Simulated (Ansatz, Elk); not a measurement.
# How far do independent atoms describe Na3Li?

Structure refinements treat a crystal as free atoms side by side. For a made-up structure of Na3Li (cell and positions from a PBE relaxation) the runs below show what the calculated density changes in F(hkl).

Program: Elk 11.2.3 (patched build). Level of theory: DFT, PBE, all-electron APW+lo, Dirac cores, scalar-relativistic bands, static density, no spin. Results are calculated unless marked as measured.

The structure was built from a prototype and need not be the compound's stable phase.

### 1. The starting structure

Symmetry: P6_3/mmc, No. 194, hexagonal system. Conventional cell: a = 7.245 Å, b = 7.245 Å, c = 5.787 Å, α = 90.00°, β = 90.00°, γ = 120.00°. Nearest to Na lie 8 Na at 3.54 to 3.71 Å and 4 Li at 3.54 to 3.62 Å. Nearest to Li lie 12 Na at 3.54 to 3.62 Å. Farther neighbours are not listed.

### 2. Ground state and structure factors

An all-electron density is needed, since X-rays see the cores too. Task 0 finds the density and task 195 Fourier-transforms it; tshift is off so that phases refer to the origin typed.

elk.in

```
tasks
  0
  195

xctype
  20

spinpol
  .false.

rgkmax
  7.0

gmaxvr
  14.0

lmaxo
  7

lmaxapw
  8

swidth
  0.002

tshift
  .false.

ramdisk
  .false.

hmaxvr
  5.5

maxscl
  120

epspot
  1e-06

sppath
  './'

avec
  13.69151999586 0.00000000000 0.00000000000
  -6.84575999793 11.85720413284 -0.00000000000
  0.00000000000 -0.00000000000 10.93611284207

atoms
  2
  'Na.in'
  6
  0.8293675555 0.1706324445 0.7500000000   0.000000 0.000000 0.000000
  0.3412648890 0.1706324445 0.7500000000   0.000000 0.000000 0.000000
  0.8293675555 0.6587351110 0.7500000000   0.000000 0.000000 0.000000
  0.1706324445 0.8293675555 0.2500000000   0.000000 0.000000 0.000000
  0.6587351110 0.8293675555 0.2500000000   0.000000 0.000000 0.000000
  0.1706324445 0.3412648890 0.2500000000   0.000000 0.000000 0.000000
  'Li.in'
  2
  0.6666666667 0.3333333333 0.2500000000   0.000000 0.000000 0.000000
  0.3333333333 0.6666666667 0.7500000000   0.000000 0.000000 0.000000

ngridk
  4 4 4
```

Command:

```sh
$ OMP_NUM_THREADS=4 elk
```

Numbers of over 12 decimals in the logs are rounded to 6 here.

What it wrote:

```text
┌─────────────────────────┐
│ Elk code version 11.2.3 │
└─────────────────────────┘

All units are atomic (Hartree, Bohr, etc.)

┌─────────────────────────────────────────────────┐
│ Ground-state run starting from atomic densities │
└─────────────────────────────────────────────────┘

Lattice vectors :
   13.69152000       0.000000000       0.000000000
  -6.845759998       11.85720413      -0.000000000
   0.000000000      -0.000000000       10.93611284

Reciprocal lattice vectors :
  0.4589107206      0.2649522281       0.000000000
  -0.000000000      0.5299044561       0.000000000
  -0.000000000       0.000000000      0.5745355226

Unit cell volume      :    1775.402980
Brillouin zone volume :   0.1397148795

Muffin-tin inner radius fraction :   0.1000000000E-01

Nuclei treated as point charges

Species : 1 (Na)
 parameters loaded from : Na.in
 name : sodium
 nuclear charge    :   -11.00000000
 electronic charge :    11.00000000
 atomic mass :    41907.78703
 muffin-tin radius :    2.200000000
 number of radial points in muffin-tin :    793
 inner part over the whole radius :   0.9883648912E-02
 number on inner part of muffin-tin    :    551
 approximate nuclear radius :   0.5574345702E-04
 number of mesh points to nuclear radius :    238
 atomic positions (lattice), magnetic fields (Cartesian) :
  1 :  -0.17063244  0.17063244 -0.25000000    0.00000000  0.00000000  0.00000000
  2 :   0.34126489  0.17063244 -0.25000000    0.00000000  0.00000000  0.00000000
  3 :  -0.17063244 -0.34126489 -0.25000000    0.00000000  0.00000000  0.00000000
  4 :   0.17063244 -0.17063244  0.25000000    0.00000000  0.00000000  0.00000000
  5 :  -0.34126489 -0.17063244  0.25000000    0.00000000  0.00000000  0.00000000
  6 :   0.17063244  0.34126489  0.25000000    0.00000000  0.00000000  0.00000000

Species : 2 (Li)
 parameters loaded from : Li.in
 name : lithium
 nuclear charge    :   -3.000000000
 electronic charge :    3.000000000
 atomic mass :    12652.66898
 muffin-tin radius :    1.800000000
 number of radial points in muffin-tin :    593
 inner part over the whole radius :   0.9806707936E-02
 number on inner part of muffin-tin    :    401
 approximate nuclear radius :   0.4000070961E-04
 number of mesh points to nuclear radius :    148
 atomic positions (lattice), magnetic fields (Cartesian) :
  1 :  -0.33333333  0.33333333  0.25000000    0.00000000  0.00000000  0.00000000
  2 :   0.33333333 -0.33333333 -0.25000000    0.00000000  0.00000000  0.00000000

Total number of atoms per unit cell :    8
Total muffin-tin volume :    316.4714776
 ratio of muffin-tin to unit cell volume :   0.1782533211

Spin treatment :
 spin-unpolarised

Number of Bravais lattice symmetries :   24
Number of crystal symmetries         :   24
Crystal has inversion symmetry
Real symmetric eigensolver will be used

k-point grid :      4     4     4
k-point offset :    0.000000000       0.000000000       0.000000000
k-point set is reduced with full crystal symmetry group
Total number of k-points :       12

Muffin-tin radius times maximum |G+k| :    7.000000000
 using average radius
Maximum |G+k| for APW functions       :    3.333333333
Maximum (1/2)|G+k|²                   :    5.555555556
Maximum |G| for potential and density :    14.00000000
Constant for pseudocharge density :    8
 order of it for each species :   15  15
 order of it for pair densities of each species (exact exchange by exxq0 0: 16) :   11   5
Radial integration step length :    1

G-vector grid sizes :     63    63    49
Number of G-vectors :    82267

Maximum angular momentum used for
 APW functions            :    8
 outer part of muffin-tin :    7
 inner part of muffin-tin :    2

Total nuclear charge    :   -72.00000000
Total core charge       :    12.00000000
Total valence charge    :    60.00000000
Total excess charge     :    0.000000000
Total electronic charge :    72.00000000

Effective Wigner radius, rₛ :    1.805615522

Number of empty states         :     32
Total number of valence states :     63
[...]
total energy                :     -989.98676432282

Density of states at Fermi energy :    110.2408728
 (states/Hartree/unit cell)

Estimated indirect band gap :   0.3829989917E-02
 from k-point 7 to k-point 6
Estimated direct band gap   :   0.6018787884E-02
 at k-point 7

Charges :
 core                        :    12.00000000
 valence                     :    60.00000000
 interstitial                :    7.547087179
 muffin-tins (core leakage)
  species : 1 (Na)
[...]
species : 2 (Li)
   atom 1                    :    2.089862866     (   0.000000000    )
   atom 2                    :    2.089862866     (   0.000000000    )
 total in muffin-tins        :    64.45291282
 total calculated charge     :    71.99999966
 total charge                :    72.00000000
 error                       :   0.3362201966E-06

RMS change in Kohn-Sham potential (target) :    6.698263958     (  0.1000000000E-05)
Absolute change in total energy (target)   :   0.1978309495     (  0.1000000000E-03)

[... loops 3 to 13 left out ...]

┌──────────────────┐
│ Loop number : 14 │
└──────────────────┘

Energies :
 Fermi                       :     0.95754922389562E-02
 sum of occupied eigenvalues :     -516.49616559121
 electron kinetic            :      989.99895288133
 core electron kinetic       :      676.92503764759
 Coulomb                     :     -1889.7798649351
 Coulomb potential           :     -1390.7023984572
 nuclear-nuclear             :     -166.14448002317
 electron-nuclear            :     -2059.4959353523
 Hartree                     :      335.86055044037
 Madelung                    :     -1194.4286657065
 xc potential                :     -115.79272001537
 exchange                    :     -87.334370592481
 correlation                 :     -2.521287
 electron entropic           :    -0.16476784007539E-02
 total energy                :     -989.63821727766

Density of states at Fermi energy :    123.4397589
 (states/Hartree/unit cell)

Estimated indirect band gap :   0.4642529930E-02
 from k-point 6 to k-point 7
Estimated direct band gap   :   0.5712115018E-02
 at k-point 6

Charges :
 core                        :    12.00000000
 valence                     :    60.00000000
 interstitial                :    7.540531198
 muffin-tins (core leakage)
  species : 1 (Na)
[...]
species : 2 (Li)
   atom 1                    :    2.080016818     (   0.000000000    )
   atom 2                    :    2.080016818     (   0.000000000    )
 total in muffin-tins        :    64.45946880
 total calculated charge     :    71.99999982
 total charge                :    72.00000000
 error                       :   0.1840041648E-06

RMS change in Kohn-Sham potential (target) :   0.5368411610E-06 (  0.1000000000E-05)
Absolute change in total energy (target)   :   0.7350146120E-05 (  0.1000000000E-03)

Convergence targets achieved

┌──────────────────┐
│ Loop number : 15 │
└──────────────────┘

Energies :
 Fermi                       :     0.95754962124769E-02
 sum of occupied eigenvalues :     -516.49616570725
 electron kinetic            :      989.99895294590
 core electron kinetic       :      676.92503763688
 Coulomb                     :     -1889.7798650252
 Coulomb potential           :     -1390.7023984190
 nuclear-nuclear             :     -166.14448002317
 electron-nuclear            :     -2059.4959355608
 Hartree                     :      335.86055055870
 Madelung                    :     -1194.4286658157
 xc potential                :     -115.79272023413
 exchange                    :     -87.334370601606
 correlation                 :     -2.521287
 electron entropic           :    -0.16476783640557E-02
 total energy                :     -989.63821731231

Density of states at Fermi energy :    123.4397553
 (states/Hartree/unit cell)

Estimated indirect band gap :   0.4642530433E-02
 from k-point 6 to k-point 7
Estimated direct band gap   :   0.5712115381E-02
 at k-point 6

Charges :
 core                        :    12.00000000
 valence                     :    60.00000000
 interstitial                :    7.540531193
 muffin-tins (core leakage)
  species : 1 (Na)
[...]
atom 4                    :    10.04990586     ( -0.9715865579E-07)
   atom 5                    :    10.04990586     ( -0.9715865579E-07)
   atom 6                    :    10.04990586     ( -0.9715865579E-07)
  species : 2 (Li)
   atom 1                    :    2.080016814     (   0.000000000    )
   atom 2                    :    2.080016814     (   0.000000000    )
 total in muffin-tins        :    64.45946881
 total calculated charge     :    71.99999982
 total charge                :    72.00000000
 error                       :   0.1840050317E-06

┌──────────────────────────────┐
│ Self-consistent loop stopped │
└──────────────────────────────┘

Wrote STATE.OUT
```

The job ended after 78 s (4 threads of Arm Neoverse V2, shared host; peak memory 0.45 GiB; 3.7 min of CPU time).

SFACRHO.OUT:

```text

h k l indices transformed by vhmat matrix:
   1.000000000       0.000000000       0.000000000    
   0.000000000       1.000000000       0.000000000    
   0.000000000       0.000000000       1.000000000    

      h      k      l  multipl.   |H|            Re(F)            Im(F)           |F|

      0      0      0      1   0.0000000       72.000000     -0.52202800E-16   72.000000    
      1      0      0      6  0.52990446       5.8722019      0.42347707E-14   5.8722019    
      0      0     -1      2  0.57453552      0.36405820E-14  0.30798332E-14  0.47685648E-14
      0     -1     -1      6  0.78159440       13.709003      0.38497915E-14   13.709003    
      0      1     -1      6  0.78159440      -13.709003      0.31760780E-14   13.709003    
      1      1      0      6  0.91782144      -14.333598     -0.42746574E-14   14.333598    
      0      2      0      6   1.0598089      -28.295368     -0.57746873E-15   28.295368    
      1     -2      1     12   1.0828145     -0.22477082E-08  0.23098749E-14  0.22477082E-08
      0      0     -2      2   1.1490710      -55.543636     -0.55822424E-16   55.543636    
      2     -2      1      6   1.2055231       47.367409      0.31760780E-14   47.367409    
      2     -2     -1      6   1.2055231      -47.367409     -0.31760780E-14   47.367409    
     -1      0      2      6   1.2653707      -5.2370689      0.13474270E-14   5.2370689    
      1      0      2      6   1.2653707      -5.2370689     -0.26948541E-14   5.2370689    
     -2     -1      0     12   1.4019954       9.2239550      0.40422811E-14   9.2239550    
      1     -2      2     12   1.4706327       12.554536     -0.13529054E-13   12.554536    
      3     -2     -1     12   1.5151509      -9.1958912      0.11645619E-13   9.1958912    
      3     -1     -1     12   1.5151509       9.1958912     -0.50047290E-14   9.1958912    
      0      2      2      6   1.5631888       25.006026      0.17324062E-14   25.006026
```

Elk indexes on the primitive cell of elk.in and gives |H| = 4π sin θ/λ in inverse bohr. Below, one row stands for each form hkl of the conventional cell (m members, Friedel mates merged), F is for one primitive cell and the density is static (no thermal factor). Free-atom factors are Waasmaier and Kirfel's, and R is Σm||F|−|F'||/Σm|F|.

```csv
hkl,m,sin θ/λ (Å⁻¹),"abs F, DFT",neutral atoms,diff.
100,6,0.080,5.872,5.954,-0.082
001,2,0.086,0.000,0.000,+0.000
101,12,0.117,13.709,13.778,-0.069
110,6,0.138,14.334,14.353,-0.019
200,6,0.159,28.295,28.484,-0.188
111,12,0.163,0.000,0.000,+0.000
002,2,0.173,55.544,55.912,-0.369
201,12,0.181,47.367,47.666,-0.298
102,12,0.190,5.237,5.250,-0.013
210,12,0.211,9.224,9.268,-0.044
112,12,0.221,12.555,12.612,-0.057
211,24,0.228,9.196,9.237,-0.041
202,12,0.235,25.006,25.128,-0.122
300,6,0.239,12.292,12.352,-0.060
301,12,0.254,4.486,4.512,-0.025
003,2,0.259,0.000,0.000,+0.000
103,12,0.271,10.613,10.664,-0.051
212,24,0.273,8.161,8.202,-0.041
```

### 3. The highest occupied states alone

An energy window below the Fermi level keeps the highest occupied states, to see at which angles they scatter; shallow core shells can lie inside it and anion s states outside. No new self-consistency is needed.

elk.in, as its differences from that of step 2:

```diff
@@ -1,3 +1,2 @@
 tasks
-  0
   195
@@ -40,2 +39,5 @@
 
+wsfac
+  -0.431420 0.309580
+
 sppath
```

Command:

```sh
$ OMP_NUM_THREADS=4 elk
```

What it wrote:

```text
┌─────────────────────────────────┐
│ Elk code version 11.2.3 started │
└─────────────────────────────────┘

Info(readinput): the functional depends on the density's gradient
 muffin-tin radial points multiplied by    2.00000
 (not where nrmtscf is given)

┌────────────────────┐
│ Current task : 195 │
└────────────────────┘

Info(sfacrho): density structure factors written to SFACRHO.OUT

 Energy window :  -0.4314200000      0.3095800000

┌──────────────────┐
│ Elk code stopped │
└──────────────────┘
```

Elapsed: 23 s, on 4 threads; peak memory 0.23 GiB.

States within 12 eV below the Fermi level hold 8.00 electrons; any levels below the window count with the cores. Their amplitudes can exceed the total, where window and core parts have opposite phase:

```csv
hkl,sin θ/λ (Å⁻¹),"abs F, window","abs F, all"
100,0.080,0.200,5.872
001,0.086,0.000,0.000
101,0.117,0.137,13.709
110,0.138,0.082,14.334
200,0.159,0.106,28.295
111,0.163,0.000,0.000
002,0.173,0.289,55.544
201,0.181,0.252,47.367
102,0.190,0.002,5.237
210,0.211,0.009,9.224
```

### 4. Another functional

The difference from free atoms is small, so it is set against the change that LDA (Perdew-Wang) makes.

elk.in, as its differences from that of step 3:

```diff
@@ -1,2 +1,3 @@
 tasks
+  0
   195
@@ -4,3 +5,3 @@
 xctype
-  20
+  3
 
@@ -39,5 +40,2 @@
 
-wsfac
-  -0.431420 0.309580
-
 sppath
```

Command:

```sh
$ OMP_NUM_THREADS=4 elk
```

What it wrote:

```text
┌─────────────────────────┐
│ Elk code version 11.2.3 │
└─────────────────────────┘

All units are atomic (Hartree, Bohr, etc.)

┌─────────────────────────────────────────────────┐
│ Ground-state run starting from atomic densities │
└─────────────────────────────────────────────────┘

Lattice vectors :
   13.69152000       0.000000000       0.000000000
  -6.845759998       11.85720413      -0.000000000
   0.000000000      -0.000000000       10.93611284

Reciprocal lattice vectors :
  0.4589107206      0.2649522281       0.000000000
[...]
species : 1 (Na)
[...]
atom 5                    :    10.05290253     ( -0.1555072438E-05)
   atom 6                    :    10.05290253     ( -0.1555072438E-05)
  species : 2 (Li)
   atom 1                    :    2.078946069     (   0.000000000    )
   atom 2                    :    2.078946069     (   0.000000000    )
 total in muffin-tins        :    64.47530729
 total calculated charge     :    72.00000843
 total charge                :    72.00000000
 error                       :   0.8426687501E-05

┌──────────────────────────────┐
│ Self-consistent loop stopped │
└──────────────────────────────┘

Wrote STATE.OUT
[key lines of the parts left out:]
total energy                :     -985.05849466108
```

Wall time 56 s (4 threads); peak memory 0.44 GiB.

Against the first run R = 0.22 %; the largest change is -0.102 at 222.

### 5. Basis size

A smaller basis shows how fast F responds to it; the change is likely larger than the basis error of the first run, but doesn't show convergence.

elk.in, as its differences from that of step 4:

```diff
@@ -5,3 +5,3 @@
 xctype
-  3
+  20
 
@@ -11,3 +11,3 @@
 rgkmax
-  7.0
+  5.5
```

Command:

```sh
$ OMP_NUM_THREADS=4 elk
```

What it wrote:

```text
┌─────────────────────────┐
│ Elk code version 11.2.3 │
└─────────────────────────┘

All units are atomic (Hartree, Bohr, etc.)

┌─────────────────────────────────────────────────┐
│ Ground-state run starting from atomic densities │
└─────────────────────────────────────────────────┘

Lattice vectors :
   13.69152000       0.000000000       0.000000000
  -6.845759998       11.85720413      -0.000000000
   0.000000000      -0.000000000       10.93611284

Reciprocal lattice vectors :
  0.4589107206      0.2649522281       0.000000000
[...]
species : 1 (Na)
[...]
atom 5                    :    10.04599018     ( -0.9715865534E-07)
   atom 6                    :    10.04599018     ( -0.9715865534E-07)
  species : 2 (Li)
   atom 1                    :    2.078112763     (   0.000000000    )
   atom 2                    :    2.078112763     (   0.000000000    )
 total in muffin-tins        :    64.43216659
 total calculated charge     :    71.99999931
 total charge                :    72.00000000
 error                       :   0.6889687256E-06

┌──────────────────────────────┐
│ Self-consistent loop stopped │
└──────────────────────────────┘

Wrote STATE.OUT
[key lines of the parts left out:]
total energy                :     -989.59789828802
```

It took 45 s on 4 threads; peak memory 0.3 GiB.

Against the first run R = 0.02 %; the largest change is +0.016 at 224.

### 6. Settings against the effect

```csv
run,R against the first run (%),"R against neutral atoms, low angle (%)",wall time
"PBE, rgkmax 7",0.00,0.52,78 s
LDA (Perdew-Wang),0.22,0.60,56 s
rgkmax 5.5,0.02,0.53,45 s
```

### 7. What came out

| Quantity | Value |
| --- | --- |
| R against neutral atoms, sin θ/λ < 0.3 Å⁻¹ | 0.52 % |
| R against neutral atoms, 0.3 to 0.64 Å⁻¹ | 0.25 % |

What this shows: Independent neutral atoms miss the calculated amplitudes by R = 0.52 % below 0.3 Å⁻¹ and 0.25 % from there to 0.64 Å⁻¹; by shells, 0.50 % below 0.15 Å⁻¹ (3 forms), 0.52 % 0.15 to 0.3 (15 forms), 0.29 % 0.3 to 0.45 (36 forms), 0.22 % above 0.45 (79 forms). Bonding, aspherical density and the tables' own atoms all enter these figures, and the runs don't part them. The largest change of an amplitude is -0.37 electrons, at 002. The window's part falls from 8.0 electrons at the origin to at most 0.12 between 0.45 and 0.64 Å⁻¹. Below 0.3 Å⁻¹ the changes that finished (LDA (Perdew-Wang) and rgkmax 5.5) move F by R = 0.11 % at most, against the 0.52 % that separates it from free atoms. The k-mesh has no finished test. Part of the difference isn't bonding: the tables are fits to free atoms and ions calculated by other methods than this functional. Thermal motion, anomalous dispersion and extinction are left out.

[Logs are printed without paths, hosts, clocks, repeated set-up lines and the standing remarks that a program may print on its own settings, such as how far it seeks lower states.]

[Hosts, paths, dates, database ids (printed as entryN), source tags and the programs' standing remarks are cut or masked in the printed files.]
